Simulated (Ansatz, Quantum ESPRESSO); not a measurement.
## MgHF (P3m1): Raman and infrared activity

Aim: Raman and infrared lines of MgHF (P3m1).

Main program and level: Quantum ESPRESSO 8.0 development, patched; DFT LDA, scalar-relativistic, plane waves, PseudoDojo norm-conserving pseudopotentials.

The structure was built from a prototype and need not be the compound's stable phase.

## 1. Starting point

Symmetry: P3m1, No. 156, trigonal system. Conventional cell: a = 2.949 Å, b = 2.949 Å, c = 4.718 Å, α = 90.00°, β = 90.00°, γ = 120.00°. Mg has 3 F at 2.07 Å and 3 H at 2.07 Å nearest. F has 3 Mg at 2.07 Å nearest. Nearest to H lie 3 Mg at 2.07 Å. Farther neighbours and most contacts between anions are not listed.

## 2. A probe with smearing

Before anything dear is run, a loose run with smearing shows whether this is a metal and how far the cell is from rest.

probe.in reads:

```
&control
   calculation = 'scf'
   prefix = 'x'
   outdir = './tmp'
   pseudo_dir = './pseudo'
   tprnfor = .true.
   tstress = .true.
   verbosity = 'high'
/
&system
   ibrav = 0
   nat = 3
   ntyp = 3
   ecutwfc = 84.0
   occupations = 'smearing'
   smearing = 'gaussian'
   degauss = 0.01
/
&electrons
   conv_thr = 1.0d-07
   mixing_beta = 0.7
   electron_maxstep = 100
/
ATOMIC_SPECIES
 Mg     24.3050  Mg.upf
 F      18.9984  F.upf
 H       1.0080  H.upf
CELL_PARAMETERS angstrom
     2.948606450    0.000000000    0.000000000
    -1.474303220    2.553568090    0.000000000
     0.000000000    0.000000000    4.717770310
ATOMIC_POSITIONS crystal
 Mg     0.000000000   0.000000000   0.000000000
 F      0.333333330   0.666666670   0.250000000
 H      0.666666670   0.333333330   0.750000000
K_POINTS automatic
 9 9 4 0 0 0
```

The run is started by

```sh
> OMP_NUM_THREADS=1 mpirun -n 4 pw.x -nk 4 -in probe.in > probe.out
```

The log of the run:

```text
[banners, grids, parts of the stress and lines that vanish by symmetry left out]
Program PWSCF v.8.0dev
     Message from routine setup:
     using ibrav=0 with symmetry is DISCOURAGED, use correct ibrav instead
[...]
kinetic-energy cutoff     =      84.0000  Ry
     charge density cutoff     =     336.0000  Ry
     scf convergence threshold =      1.0E-07
[...]
Exchange-correlation= SLA-PW-NOGX-NOGC
                           (   1   4   0   0   0   0   0)
[...]
6 Sym. Ops. (no inversion) found
[...]
(     0          1          0      )
                  (     0          0          1      )
[...]
(  0.0000000  1.0000000  0.0000000 )
                  (  0.0000000  0.0000000  1.0000000 )
[...]
(    -1         -1          0      )
                  (     0          0          1      )
[...]
(    -1          0          0      )
                  (     0          0          1      )
[...]
( -0.8660254 -0.5000000  0.0000000 )
                  (  0.0000000  0.0000000  1.0000000 )
[...]
number of k points=    43  Gaussian smearing, width (Ry)=  0.0100
[...]
End of self-consistent calculation
[...]
the Fermi energy is     5.2007 ev
!    total energy              =    -169.05706826 Ry
[...]
convergence has been achieved in   7 iterations
[...]
atom    1 type  1   force =     0.00000000    0.00000000    0.02316190
     atom    2 type  2   force =     0.00000000    0.00000000   -0.06581246
     atom    3 type  3   force =     0.00000000    0.00000000    0.04265056
[...]
Total force =     0.081773     Total SCF correction =     0.000135
[...]
total   stress  (Ry/bohr**3)                   (kbar)     P=      -67.23
[...]
XML data file, charge density, pseudopotentials, collected wavefunctions

   JOB DONE.
```

Wall time 5.2 s (4 MPI ranks of Intel Xeon Platinum 8375C at 2.90GHz (Ice Lake), shared host); 20 s of CPU time.

This step gave:

* volume per atom: 11.84 Å³
* pressure: -6.723 GPa
* gap on the k-mesh: 3.841 eV

A gap of 3.8 eV opens on this mesh, so the crystal is taken as an insulator; the start stands at -6.7 GPa.

## 3. Relaxing the cell and atoms

The relaxation runs at a cutoff a fifth above that of the response, since stress converges more slowly with the basis than frequencies do. Forces and stress are brought to rest with tight thresholds.

relax.in reads:

```
&control
   calculation = 'vc-relax'
   prefix = 'x'
   outdir = './tmp'
   pseudo_dir = './pseudo'
   tprnfor = .true.
   tstress = .true.
   forc_conv_thr = 2.0d-05
   etot_conv_thr = 1.0d-07
   nstep = 40
/
&system
   ibrav = 0
   nat = 3
   ntyp = 3
   ecutwfc = 101
   occupations = 'fixed'
   nbnd = 11
/
&electrons
   conv_thr = 1.0d-11
   mixing_beta = 0.7
   electron_maxstep = 100
/
&ions
/
&cell
   press_conv_thr = 0.2
/
ATOMIC_SPECIES
 Mg     24.3050  Mg.upf
 F      18.9984  F.upf
 H       1.0080  H.upf
CELL_PARAMETERS angstrom
     2.948606450    0.000000000    0.000000000
    -1.474303220    2.553568090    0.000000000
     0.000000000    0.000000000    4.717770310
ATOMIC_POSITIONS crystal
 Mg     0.000000000   0.000000000   0.000000000
 F      0.333333330   0.666666670   0.250000000
 H      0.666666670   0.333333330   0.750000000
K_POINTS automatic
 9 9 4 0 0 0
```

The run is started by

```sh
> OMP_NUM_THREADS=1 mpirun -n 4 pw.x -nk 4 -in relax.in > relax.out
```

The log of the run:

```text
[banners, grids, parts of the stress and lines that vanish by symmetry left out]
[banner, memory and clock lines left out]
Program PWSCF v.8.0dev

[...]
kinetic-energy cutoff     =     101.0000  Ry
     charge density cutoff     =     404.0000  Ry
     scf convergence threshold =      1.0E-11
[...]
energy convergence thresh.=      1.0E-07
     force convergence thresh. =      2.0E-05
     press convergence thresh. =      2.0E-01
     Exchange-correlation= SLA-PW-NOGX-NOGC
                           (   1   4   0   0   0   0   0)
[...]
6 Sym. Ops. (no inversion) found
[...]
number of k points=    43
[...]
End of self-consistent calculation
[...]
highest occupied, lowest unoccupied level (ev):     1.9420    5.7830
!    total energy              =    -169.05712279 Ry
[...]
convergence has been achieved in  10 iterations
[...]
atom    1 type  1   force =     0.00000000   -0.00000000    0.02315508
     atom    2 type  2   force =     0.00000000    0.00000000   -0.06580384
     atom    3 type  3   force =     0.00000000    0.00000000    0.04264876
     Total force =     0.081763     Total SCF correction =     0.000000
[...]
total   stress  (Ry/bohr**3)                   (kbar)     P=      -67.24
[...]
number of bfgs steps    =   0
[...]
CELL_PARAMETERS (angstrom)
[...]
ATOMIC_POSITIONS (crystal)
Mg              -0.0000000000       -0.0000000000        0.0025972315
F                0.3333333300        0.6666666700        0.2426189940
H                0.6666666700        0.3333333300        0.7547837745
[...]
New effective cutoffs (rho, wfc):  422.93  106.53
[...]
End of self-consistent calculation
[...]
highest occupied, lowest unoccupied level (ev):     2.2784    6.3002
!    total energy              =    -169.06866239 Ry
[...]
convergence has been achieved in   8 iterations
[...]
atom    1 type  1   force =    -0.00000000    0.00000000    0.00922569
     atom    2 type  2   force =     0.00000000   -0.00000000   -0.04421237
     atom    3 type  3   force =    -0.00000000    0.00000000    0.03498668
     Total force =     0.057131     Total SCF correction =     0.000001
[...]
total   stress  (Ry/bohr**3)                   (kbar)     P=      -39.61
[...]
number of bfgs steps    =   1
[...]
CELL_PARAMETERS (angstrom)
[...]
ATOMIC_POSITIONS (crystal)
Mg               0.0000000000        0.0000000000        0.0042382816
[...]
New effective cutoffs (rho, wfc):  448.81  113.23
[...]
End of self-consistent calculation
[...]
highest occupied, lowest unoccupied level (ev):     2.5898    6.7925
!    total energy              =    -169.07637043 Ry
[...]
convergence has been achieved in   8 iterations
[...]
atom    1 type  1   force =    -0.00000000    0.00000000   -0.00400496
     atom    2 type  2   force =     0.00000000   -0.00000000   -0.02086406
     atom    3 type  3   force =    -0.00000000    0.00000000    0.02486902
     Total force =     0.032708     Total SCF correction =     0.000001
[...]
total   stress  (Ry/bohr**3)                   (kbar)     P=       -8.74
[...]
number of bfgs steps    =   2
[...]
CELL_PARAMETERS (angstrom)
[...]
ATOMIC_POSITIONS (crystal)
[...]
New effective cutoffs (rho, wfc):  484.72  122.55
[...]
Total force =     0.000472     Total SCF correction =     0.000000
[...]
total   stress  (Ry/bohr**3)                   (kbar)     P=        1.74
[...]
number of bfgs steps    =  15
[...]
highest occupied, lowest unoccupied level (ev):     2.4639    6.9101
!    total energy              =    -169.08236639 Ry
[...]
convergence has been achieved in   7 iterations
[...]
Total force =     0.000476     Total SCF correction =     0.000001
[...]
total   stress  (Ry/bohr**3)                   (kbar)     P=        0.78
[...]
number of bfgs steps    =  16
[...]
highest occupied, lowest unoccupied level (ev):     2.4536    6.8985
!    total energy              =    -169.08236696 Ry
[...]
convergence has been achieved in   5 iterations
[...]
Total force =     0.000242     Total SCF correction =     0.000001
[...]
total   stress  (Ry/bohr**3)                   (kbar)     P=        0.31
[...]
number of bfgs steps    =  17
[...]
New effective cutoffs (rho, wfc):  487.60  123.41
[...]
highest occupied, lowest unoccupied level (ev):     2.4519    6.8965
!    total energy              =    -169.08236711 Ry
[...]
convergence has been achieved in   5 iterations
[...]
atom    2 type  2   force =    -0.00000000   -0.00000000    0.00002696
     atom    3 type  3   force =    -0.00000000   -0.00000000   -0.00001174
     Total force =     0.000033     Total SCF correction =     0.000001
[...]
total   stress  (Ry/bohr**3)                   (kbar)     P=        0.03
[...]
number of bfgs steps    =  18
[...]
CELL_PARAMETERS (angstrom)
[...]
ATOMIC_POSITIONS (crystal)
[...]
New effective cutoffs (rho, wfc):  487.71  123.44
[...]
End of self-consistent calculation
[...]
highest occupied, lowest unoccupied level (ev):     2.4530    6.8975
!    total energy              =    -169.08236712 Ry
[...]
convergence has been achieved in   5 iterations
[...]
atom    1 type  1   force =     0.00000000    0.00000000    0.00000020
     atom    2 type  2   force =    -0.00000000   -0.00000000    0.00000071
     atom    3 type  3   force =    -0.00000000   -0.00000000   -0.00000091
     Total force =     0.000001     Total SCF correction =     0.000000
[...]
total   stress  (Ry/bohr**3)                   (kbar)     P=       -0.00
[...]
bfgs converged in  20 scf cycles and  19 bfgs steps
[...]
End of BFGS Geometry Optimization
     Final enthalpy           =    -169.0823671181 Ry
     File ./tmp/x.bfgs deleted, as requested
[...]
CELL_PARAMETERS (angstrom)
[...]
ATOMIC_POSITIONS (crystal)
[...]
F                0.3333333300        0.6666666700        0.2202722122
H                0.6666666700        0.3333333300        0.7823170323
[...]
Final scf calculation at the relaxed structure.
[...]
kinetic-energy cutoff     =     101.0000  Ry
     charge density cutoff     =     404.0000  Ry
     scf convergence threshold =      1.3E-13
[...]
press convergence thresh. =      2.0E-01
     Exchange-correlation= SLA-PW-NOGX-NOGC
                           (   1   4   0   0   0   0   0)
[...]
6 Sym. Ops. (no inversion) found
[...]
number of k points=    43
[...]
End of self-consistent calculation
[...]
highest occupied, lowest unoccupied level (ev):     2.4530    6.8975
!    total energy              =    -169.08236261 Ry
[...]
convergence has been achieved in  11 iterations
[...]
atom    1 type  1   force =    -0.00000000   -0.00000000    0.00000224
     atom    2 type  2   force =    -0.00000000   -0.00000000   -0.00000115
     atom    3 type  3   force =    -0.00000000   -0.00000000   -0.00000108
     Total force =     0.000003     Total SCF correction =     0.000000
[...]
total   stress  (Ry/bohr**3)                   (kbar)     P=       -0.01
[...]
XML data file, charge density, pseudopotentials, collected wavefunctions
```

It took 90 s on 4 MPI ranks; 6 min of CPU time.

The steps of the relaxation:

```csv
step,energy less that of the first step (eV),largest force (eV/Å),pressure (GPa),volume (Å³)
1,0.0000,1.6919,-6.72,35.52
2,-0.1570,1.1367,-3.96,34.31
3,-0.2619,0.6394,-0.87,33.20
4,-0.3181,0.3690,2.26,32.21
5,-0.3311,0.3085,1.93,32.30
6,-0.3415,0.1318,0.46,32.74
7,-0.3423,0.0716,-0.01,32.89
8,-0.3425,0.0466,-0.17,32.95
9,-0.3428,0.0363,-0.20,32.97
10,-0.3430,0.0400,-0.08,32.94
11,-0.3430,0.0299,0.05,32.91
12,-0.3431,0.0187,0.14,32.91
13,-0.3431,0.0100,0.18,32.92
14,-0.3432,0.0046,0.21,32.97
15,-0.3433,0.0050,0.21,33.04
16,-0.3434,0.0099,0.17,33.15
17,-0.3435,0.0099,0.08,33.33
18,-0.3435,0.0050,0.03,33.36
19,-0.3435,0.0007,0.00,33.37
20,-0.3435,0.0000,0.00,33.36
21,-0.3434,0.0001,0.00,33.36
```

```csv
"conventional cell, symmetrised",before,after,change
a (Å),2.949,3.005,+1.9 %
b (Å),2.949,3.005,+1.9 %
c (Å),4.718,4.266,-9.6 %
volume (Å³/atom),11.84,11.12,-6.1 %
```

The atoms that moved most (Å, as changes of fractional coordinates times the final cell):

| atom | dx | dy | dz | length |
| --- | --- | --- | --- | --- |
| H3 | 0.000 | 0.000 | 0.138 | 0.138 |
| F2 | 0.000 | 0.000 | -0.127 | 0.127 |
| Mg1 | 0.000 | 0.000 | -0.011 | 0.011 |

The relaxed structure:

```
Mg F H
1.0
     3.00512    0.00000    0.00000
    -1.50256    2.60251    0.00000
     0.00000    0.00000    4.26585
Mg F H
1 1 1
Cartesian
  0.0000 0.0000 -0.0110
  0.0000 1.7350 0.9396
  1.5026 0.8675 3.3372
```

The last row of the table of steps is pw.x's closing run on a basis chosen anew for the final cell, so its energy can jump.

Read from the output:

```yaml
volume_per_atom: 11.12 Å³
pressure: -6.67e-4 GPa
gap_on_the_k_mesh: 4.444 eV
```

The volume changes by -6.1 % from the cell with which this run began.

## 4. Ground state

The response is built on this ground state, so it is converged far tighter than an energy would need. With a gap, occupations are fixed, which also allows the response to an electric field.

scf.in reads:

```
&control
   calculation = 'scf'
   prefix = 'x'
   outdir = './tmp'
   pseudo_dir = './pseudo'
   tprnfor = .true.
   tstress = .true.
/
&system
   ibrav = 0
   nat = 3
   ntyp = 3
   ecutwfc = 84.0
   occupations = 'fixed'
   nbnd = 11
/
&electrons
   conv_thr = 1.0d-12
   mixing_beta = 0.7
   electron_maxstep = 100
/
ATOMIC_SPECIES
 Mg     24.3050  Mg.upf
 F      18.9984  F.upf
 H       1.0080  H.upf
CELL_PARAMETERS angstrom
     3.005121791    0.000000000    0.000000000
    -1.502560893    2.602511814    0.000000000
     0.000000000    0.000000000    4.265852194
ATOMIC_POSITIONS crystal
 Mg     0.000000000   0.000000000  -0.002589244
 F      0.333333333   0.666666667   0.220272212
 H      0.666666667   0.333333333   0.782317032
K_POINTS automatic
 9 9 4 0 0 0
```

The run is started by

```sh
> OMP_NUM_THREADS=1 mpirun -n 4 pw.x -nk 4 -in scf.in > scf.out
```

The log of the run:

```text
[banners, grids, parts of the stress and lines that vanish by symmetry left out]
[banner, memory and clock lines left out]
Program PWSCF v.8.0dev

[...]
kinetic-energy cutoff     =      84.0000  Ry
     charge density cutoff     =     336.0000  Ry
     scf convergence threshold =      1.0E-12
[...]
Exchange-correlation= SLA-PW-NOGX-NOGC
                           (   1   4   0   0   0   0   0)
[...]
6 Sym. Ops. (no inversion) found
[...]
number of k points=    43
[...]
End of self-consistent calculation
[...]
highest occupied, lowest unoccupied level (ev):     2.4530    6.8976
!    total energy              =    -169.08230713 Ry
[...]
convergence has been achieved in  11 iterations
[...]
atom    1 type  1   force =     0.00000000   -0.00000000    0.00000973
     atom    2 type  2   force =     0.00000000   -0.00000000   -0.00000267
     atom    3 type  3   force =     0.00000000    0.00000000   -0.00000706
     Total force =     0.000012     Total SCF correction =     0.000000
[...]
total   stress  (Ry/bohr**3)                   (kbar)     P=       -0.16
[...]
XML data file, charge density, pseudopotentials, collected wavefunctions
```

Elapsed: 5.9 s, on 4 MPI ranks; 23 s of CPU time.

This step gave:

- pressure: -0.016 GPa
- gap on the k-mesh: 4.445 eV

The cell stands at -0.016 GPa, close enough for phonons.

[end of part 1 of 3]

[Host names and launcher messages were left out of these logs when they were recorded.]

[Logs are printed without paths, hosts, clocks, repeated set-up lines and the standing remarks that a program may print on its own settings, such as how far it seeks lower states.]

[Hosts, paths, dates, database ids (printed as entryN), source tags and the programs' standing remarks are cut or masked in the printed files.]
